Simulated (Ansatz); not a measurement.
# TiTeSe monolayer, Janus: the cell at rest

Aim: bring TiTeSe monolayer, Janus to small forces and stress, as phonons need.

Calculated with Ansatz 0.2.0; DFT LDA, scalar-relativistic, plane waves, PAW.

### Step 1. Starting point

The cell holds 3 atoms: 1 Ti, 1 Se and 1 Te. Its edges and angles: a = 3.500 Å, b = 3.500 Å, c = 20.000 Å, α = 90.0°, β = 90.0°, γ = 120.0°. Vacuum lies along c.

Coordinates:

```cif
data_structure
_symmetry_space_group_name_H-M 'P 1'
_symmetry_Int_Tables_number 1
_cell_length_a 3.5000
_cell_length_b 3.5000
_cell_length_c 20.0000
_cell_angle_alpha 90.000
_cell_angle_beta 90.000
_cell_angle_gamma 120.000
_cell_volume 212.18
loop_
_atom_site_label
_atom_site_type_symbol
_atom_site_fract_x
_atom_site_fract_y
_atom_site_fract_z
_atom_site_occupancy
Ti1 Ti 0.00000 0.00000 0.50000 1
Se2 Se 0.33333 0.66667 0.57500 1
Te3 Te 0.66667 0.33333 0.42000 1
```

### Step 2. A coarse first look

First a cheap look: the gap decides the mesh and the occupations, the pressure tells how far the cell has to move.

The program solves this slab on a cell height of its own, 30.0 Å, in place of the one typed.

input.yaml

```yaml
crystal:
  lattice:
    - [3.5, 0.0, 0.0]
    - [-1.75, 3.03109, 0.0]
    - [0.0, 0.0, 20.0]
  atoms:
    - { symbol: Ti, position: [0.0, 0.0, 0.5] }
    - { symbol: Se, position: [0.333333, 0.666667, 0.575] }
    - { symbol: Te, position: [0.666667, 0.333333, 0.42] }
  periodic: [true, true, false]
kpoints:
  mp_grid: { grid: [6, 6, 1] }
hamiltonian:
  xc: lda
scf:
  occupations: { method: gaussian, width: 0.1 }
output:
  forces: true
  stress: true
  eigenvalues: true
```

Run with:

```sh
ansatz run input.yaml --threads 8 --pin off --max-ram 14336MiB --backend cpu --events-out ev --progress --plain --runs-dir out
```

Numbers of over 12 decimals in the logs are rounded to 6 here.

Output:

```text
[...]
k-point 0: bands = [... 18 lower, -7.3546, -6.7585, -4.8150, -4.8150, -4.5397, -4.0833, -4.0833, -0.9231, ... 1 higher]
  k-point 1: bands = [... 18 lower, -7.2824, -6.6792, -6.1102, -5.5875, -4.8039, -3.7379, -3.5646, -2.2689, ... 1 higher]
  k-point 2: bands = [... 18 lower, -8.5608, -7.3612, -6.6118, -6.0491, -5.2485, -3.6270, -3.4941, -1.9934, ... 1 higher]
  k-point 6: bands = [... 18 lower, -9.3465, -8.1312, -7.5538, -7.3150, -4.0721, -3.7263, -3.6912, -2.3960, ... 1 higher]
[key lines of the parts left out:]
SCF converged after 7 iterations
Free energy (F): -14663.086887 eV
Fermi energy:    -5.366945 eV
P = ½ c Tr σ = 4.2504 N/m
```

It took 1.6 s on 8 threads of Arm Neoverse V1, shared host; peak memory 0.68 GiB; 7.4 s of CPU time.

This step gave:

```
gap on the k-mesh : 0 eV
area per atom     : 3.536 Å²
```

The coarse mesh shows no gap.

### Step 3. Rough relaxation

A rough relaxation comes first, because large forces or stress need no tight tolerances yet.

The program solves this slab on a cell height of its own, 30.0 Å, in place of the one typed.

input.yaml: that of step 2 with these lines changed.

```diff
@@ -20 +20,6 @@
   eigenvalues: true
+relax:
+  adjacent_minimum: "off"
+  f_tol: 0.05
+  max_steps: 80
+  cell: { stress_2d_tol: 0.02 }
```

Output:

```text
[...]
Crystal: 3 atoms, lattice volume = 318.264 Å³
Basis set: ecut = 420 eV, 6215 PW (Γ)
Bands: 27, of which v1, the nominal top of the filled ones, is band 22 counted from 1 (21 counted from 0)
Symmetry: 6 space group operations
[...]
k-points: 7 of 36 (time reversal used)
[...]
F+E_penalty+E_count = -14663.39989191 eV   max|allowed force component| = 5.637e-4 eV/Å   (the final SCF, on the basis selected at the relaxed cell)
  cell:  # Å, volume = 329.4415 Å³
    - [3.560928, 0, 0]
    - [-1.780464, 3.083854, 0]
    - [0, 0, 30.0]
  atoms:
    - { symbol: Ti, position: [4.067022948044317e-18, 0, 0.337035] }
    - { symbol: Se, position: [0.333333, 0.666667, 0.383454] }
    - { symbol: Te, position: [0.666667, 0.333333, 0.276178] }
[key lines of the parts left out:]
SCF converged after 8 iterations
Free energy (F): -14663.399892 eV
Fermi energy:    -5.196578 eV
P = ½ c Tr σ = 0.0119 N/m
```

Run time: 7.8 s. Hardware: 8 threads; peak memory 0.73 GiB.

Relaxation path:

```tsv
step	energy less that of the first step (eV)	largest force component (eV/Å)	volume (Å³)
1	0.0000	2.5659	318.26
2	-0.2797	0.6142	322.79
3	-0.3099	0.1798	326.16
4	-0.3122	0.0542	329.48
5	-0.3124	0.0086	329.23
6	-0.3124	0.0006	329.44
7*	-0.3130	0.0006	329.44
```

Relaxation steps marked * repeat the geometry before them on a plane-wave basis chosen anew for their cell, so energy and pressure can jump there.

The run keeps the 6 symmetry operations that it works with, so distortions that break them were not tested.

```tsv
cell as run	before	after	change
a (Å)	3.500	3.561	+1.7 %
b (Å)	3.500	3.561	+1.7 %
```

The atoms that moved most (Å, along periodic axes as changes of fractional coordinates times the final cell, across vacuum about the mean position):

```tsv
atom	dx	dy	dz	length
Te3	0.000	0.000	-0.115	0.115
Ti1	0.000	0.000	0.111	0.111
```

The relaxed structure:

```xyz
3
Lattice="3.5609 0.0000 0.0000 -1.7805 3.0839 0.0000 0.0000 0.0000 30.0000" Properties=species:S:1:pos:R:3
Ti    0.0000    0.0000   10.1110
Se    0.0000    2.0559   11.5036
Te    1.7805    1.0280    8.2854
```

Numbers from this step:

- area per atom: 3.66 Å²

The relaxation ends with a largest force component of 5.6e-4 eV/Å.

### Step 4. Relaxation

The cell and atoms are relaxed, since residual forces and stress would shift the frequencies.

input.yaml

```yaml
crystal:
  lattice:
    - [3.56092794, 0.0, 0.0]
    - [-1.78046397, 3.0838540571, 0.0]
    - [0.0, 0.0, 30.0]
  atoms:
    - { symbol: Ti, position: [0.0, 0.0, 0.3370345447] }
    - { symbol: Se, position: [0.3333333333, 0.6666666667, 0.3834536502] }
    - { symbol: Te, position: [0.6666666667, 0.3333333333, 0.2761784717] }
  periodic: [true, true, false]
kpoints:
  mp_grid: { grid: [15, 15, 1] }
hamiltonian:
  xc: lda
scf:
  occupations: { method: gaussian, width: 0.1 }
output:
  forces: true
  stress: true
  eigenvalues: true
  write_density: true
  write_potential: true
  elf: true
  volumetric_format: npy
relax:
  adjacent_minimum: "off"
  f_tol: 0.005
  max_steps: 80
  cell: { stress_2d_tol: 0.02 }
```

Output:

```text
[...]
Crystal: 3 atoms, lattice volume = 329.441 Å³
Basis set: ecut = 420 eV, 6359 PW (Γ)
Bands: 27, of which v1, the nominal top of the filled ones, is band 22 counted from 1 (21 counted from 0)
Symmetry: 6 space group operations
[...]
k-points: 27 of 225 (time reversal used)
[...]
SCF iter   1: F=—  HF=-14663.437233 eV  |F-HF|=—  |Δ(HF+E_count)|=         —  Δρ=2.93e-3  dr2=1.98e-1  ethr=1.77e-3  ⟨swp⟩=12.5  Hψ=4620  notcnv=0
[...]
SCF iter   8: F=-14663.418038 eV  HF=-14663.418038 eV  |F-HF|=1.71e-8  |Δ(HF+E_count)|=   2.04e-8  Δρ=1.73e-6  dr2=6.65e-9  ethr=2.27e-10  ⟨swp⟩=20.9  Hψ=7112  notcnv=0
SCF 1 converged in 8 iterations: F = -14663.418038 eV  dr2 = 6.65e-9
[...]
relax step   1: F+E_penalty+E_count = -14663.41803833 eV  Δ(F+E_penalty+E_count) = +0.000e0 eV  max|allowed force component| = 7.163e-2 eV/Å  Δτ_max = 0.0000 Å  P = -0.358 N/m  Ω = 329.441 Å³  fix = [c, alpha, beta]  reactions: c -0.000 N/m  (8 SCF iters, dr2 threshold 1.00e-7 eV, accepted)
Crystal: 3 atoms, lattice volume = 325.277 Å³
Basis set: ecut = 420 eV, 6299 PW (Γ)
[...]
SCF iter   6: F=-14663.420499 eV  HF=-14663.420498 eV  |F-HF|=4.06e-7  |Δ(HF+E_count)|=   1.12e-6  Δρ=4.76e-6  dr2=4.01e-8  ethr=6.82e-10  ⟨swp⟩=20.1  Hψ=7797  notcnv=0
SCF 2 converged in 6 iterations: F = -14663.420499 eV  dr2 = 4.01e-8
  Residual-converged pass: ⟨swp⟩=1.0  Hψ=838  notcnv=0  max |occ|·‖R‖ = 7.0e-9 eV (tolerance 1.0e-8 eV)  dr2=4.01e-8  dr2_onsite=6.77e-9  max |Δocc| = 2.1e-11
relax step   2: F+E_penalty+E_count = -14663.42049862 eV  Δ(F+E_penalty+E_count) = -2.460e-3 eV  max|allowed force component| = 1.304e-1 eV/Å  Δτ_max = 0.0287 Å  P = -0.294 N/m  Ω = 325.277 Å³  energy of the carried Pulay correction = +2.143e-4 eV  fix = [c, alpha, beta]  reactions: c -0.000 N/m  (6 SCF iters, dr2 threshold 3.00e-7 eV, accepted)
Crystal: 3 atoms, lattice volume = 325.056 Å³
[...]
SCF iter   5: F=-14663.421556 eV  HF=-14663.421556 eV  |F-HF|=1.31e-7  |Δ(HF+E_count)|=   1.83e-7  Δρ=5.74e-6  dr2=1.94e-7  ethr=6.82e-10  ⟨swp⟩=17.7  Hψ=7965  notcnv=0
SCF 3 converged in 5 iterations: F = -14663.421556 eV  dr2 = 1.94e-7
relax step   3: F+E_penalty+E_count = -14663.42155582 eV  Δ(F+E_penalty+E_count) = -1.057e-3 eV  max|allowed force component| = 2.763e-2 eV/Å  Δτ_max = 0.0084 Å  P = -0.103 N/m  Ω = 325.056 Å³  energy of the carried Pulay correction = +2.257e-4 eV  fix = [c, alpha, beta]  reactions: c -0.000 N/m  (5 SCF iters, dr2 threshold 3.00e-7 eV, accepted)
[...]
relax step   4: F+E_penalty+E_count = -14663.42167774 eV  Δ(F+E_penalty+E_count) = -1.219e-4 eV  max|allowed force component| = 1.542e-3 eV/Å  Δτ_max = 0.0013 Å  P = -0.006 N/m  Ω = 324.487 Å³  energy of the carried Pulay correction = +2.552e-4 eV  fix = [c, alpha, beta]  reactions: c -0.000 N/m  (5 SCF iters, dr2 threshold 4.77e-8 eV, accepted)
[...]
SCF iter   1: F=—  HF=-14663.421374 eV  |F-HF|=—  |Δ(HF+E_count)|=         —  Δρ=8.61e-6  dr2=5.75e-8  ethr=1.26e-6  ⟨swp⟩=5.9  Hψ=7229  notcnv=0
eigensolver tolerance schedule: the retry pair's looser diagonalisation over-reported the residual by 9671.37 of it (diagonalisation noise at an unbounded share of the residual, at the tolerance the schedule requests for it); recorded, not acted on — ethr = c·dr2/N_el stays at c = 1.0e-1
[...]
SCF iter   2: F=—  HF=-14663.421430 eV  |F-HF|=—  |Δ(HF+E_count)|=   5.62e-5  Δρ=3.83e-6  dr2=1.09e-7  ethr=1.31e-10  ⟨swp⟩=5.3  Hψ=2339  notcnv=0
[...]
SCF iter   8: F=-14663.421430 eV  HF=-14663.421430 eV  |F-HF|=3.46e-11  |Δ(HF+E_count)|=  7.09e-11  Δρ=6.67e-9  dr2=2.20e-13  ethr=1.00e-12  ⟨swp⟩=12.9  Hψ=4585  notcnv=0
SCF 5 converged in 8 iterations: F = -14663.421430 eV  dr2 = 2.20e-13
relax step   5: F+E_penalty+E_count = -14663.42143005 eV  Δ(F+E_penalty+E_count) = +2.477e-4 eV  max|allowed force component| = 1.564e-3 eV/Å  Δτ_max = 0.0000 Å  P = -0.007 N/m  Ω = 324.487 Å³  fix = [c, alpha, beta]  reactions: c -0.000 N/m  stress off target by 7.22e-3 N/m on what of the cell is left free  SCF on the basis re-selected at this cell (its energy is not comparable with the rows above)  (8 SCF iters)
basis re-selected at this cell: Δ(F+E_penalty+E_count) = +2.477e-4 eV, ΔP = -0.001 N/m vs the last step (what re-selecting the basis moved, of the pressure what is left beyond the Pulay correction that the steps carried, after the strain that the cell walked since its last selection, with what the two solves' SCF thresholds leave and, on support functions, any second-order correction that the steps lacked; it is no m [...]
WARN: The output density's exchange-correlation potential varies sharply where the density is thin. Do not read a vacuum level from v_tot or v_xc, or from such a field of the output density. On a cell that repeats whose density bears no net charge and no dipole along the vacuum's axis use v_es (v_loc + v_h of the components); under efield.dipole_correction with no amplitude use v_es + v_field, which holds any externa [...]
SCF converged after 8 iterations
Free energy (F): -14663.421430 eV
[...]
Internal energy: -14663.416217 eV  (E = F + TS)
E sigma→0 (E₀):  -14663.418823 eV
Entropy (-TS):   -0.005213 eV (-1.738 meV/atom)
Fermi energy:    -5.069042 eV
[...]
--- Forces (eV/Å), atoms counted from 1 ---
  atom   1  Ti    -0.00000000     0.00000000    -0.00136982
  atom   2  Se     0.00000000     0.00000000     0.00147290
  atom   3  Te    -0.00000000    -0.00000000    -0.00037598
  max |Σ_I F_I| component: 2.73e-4 eV/Å
--- 2D stress c σ (N/m, compression-positive) ---
       -0.007219      -0.000000      -0.000000
       -0.000000      -0.007219       0.000000
       -0.000000       0.000000      -0.000000
  P = ½ c Tr σ = -0.0072 N/m
--- Band table (eV; the first three rows and the last of 27) ---
  k-point 0: bands = [... 18 lower, -7.2744, -7.0259, -4.6666, -4.6666, -4.3310, -3.8319, -3.8319, -1.3014, ... 1 higher]
  k-point 1: bands = [... 18 lower, -7.2668, -6.7748, -4.9565, -4.8258, -4.4497, -3.7743, -3.7107, -1.6641, ... 1 higher]
  k-point 2: bands = [... 18 lower, -7.2521, -6.5521, -5.7792, -5.1227, -4.5560, -3.7128, -3.5343, -2.2514, ... 1 higher]
  k-point 26: bands = [... 18 lower, -9.2180, -8.1354, -7.4875, -7.2498, -3.9537, -3.8679, -3.7956, -2.4775, ... 1 higher]
--- Relaxed structure (4 steps of the walk, 4 accepted, 1 SCFs on fresh bases) ---
[...]
cell:  # Å, volume = 324.4870 Å³
    - [3.534050, 0.0, 0]
    - [-1.767025, 3.060577, 0]
    - [0, 0, 30.0]
  atoms:
    - { symbol: Ti, position: [0, 0, 0.336972] }
    - { symbol: Se, position: [0.333333, 0.666667, 0.384166] }
    - { symbol: Te, position: [0.666667, 0.333333, 0.275528] }
```

It took 21 s on 8 threads; peak memory 0.93 GiB; 2.6 min of CPU time.

The steps of the relaxation:

```tsv
step	energy less that of the first step (eV)	largest force component (eV/Å)	volume (Å³)
1	0.0000	0.0716	329.44
2	-0.0025	0.1304	325.28
3	-0.0035	0.0276	325.06
4	-0.0036	0.0015	324.49
5*	-0.0034	0.0016	324.49
```

Relaxation steps marked * repeat the geometry before them on a plane-wave basis chosen anew for their cell, so energy and pressure can jump there.

The run keeps the 6 symmetry operations that it works with, so distortions that break them were not tested.

```tsv
cell as run	before	after	change
a (Å)	3.561	3.534	-0.8 %
b (Å)	3.561	3.534	-0.8 %
```

The atoms that moved most (Å, along periodic axes as changes of fractional coordinates times the final cell, across vacuum about the mean position):

```tsv
atom	dx	dy	dz	length
Se2	0.000	0.000	0.021	0.021
Te3	0.000	0.000	-0.020	0.020
```

The relaxed structure:

```
Ti Se Te
1.0
     3.53405    0.00000    0.00000
    -1.76703    3.06058    0.00000
     0.00000    0.00000   30.00000
Ti Se Te
1 1 1
Direct
  0.00000 0.00000 0.33697
  0.33333 0.66667 0.38417
  0.66667 0.33333 0.27553
```

This step gave:

- area per atom: 3.605 Å²

Valence density in the ac plane at fractional y = 0.000, with atoms of Ti within 0.2 Å of it. It is the smooth field of the valence electrons, not physical close to the nuclei.

Ten steps, logarithmic in the rise over the least value, from '0' (0.00 × 1e0 e/Å³) to '9' (5.83 × 1e0 e/Å³), each cell a mean:
```
00000000000000
00000000000000
00000000000000
00000000000000
00000000000000
00000000000000
00000000000000
00000000000000
00000000000000
00000000000000
00000000000000
00000000000000
00000000000000
00000111110000
12223344433222
99853333334689
87643333333567
22233444443222
00001111111000
00000000000000
00000000000000
00000000000000
00000000000000
00000000000000
```
Columns run along a (3.5 Å), rows up along c (30.0 Å). Atoms in or near the plane, at fractional coordinates: Ti at (0.00, 0.34).

(Continued in part 2 of 2.)

[Logs are printed without paths, hosts, clocks, repeated set-up lines and the standing remarks that a program may print on its own settings, such as how far it seeks lower states.]

[Hosts, paths, dates, database ids (printed as entryN), source tags and the programs' standing remarks are cut or masked in the printed files.]
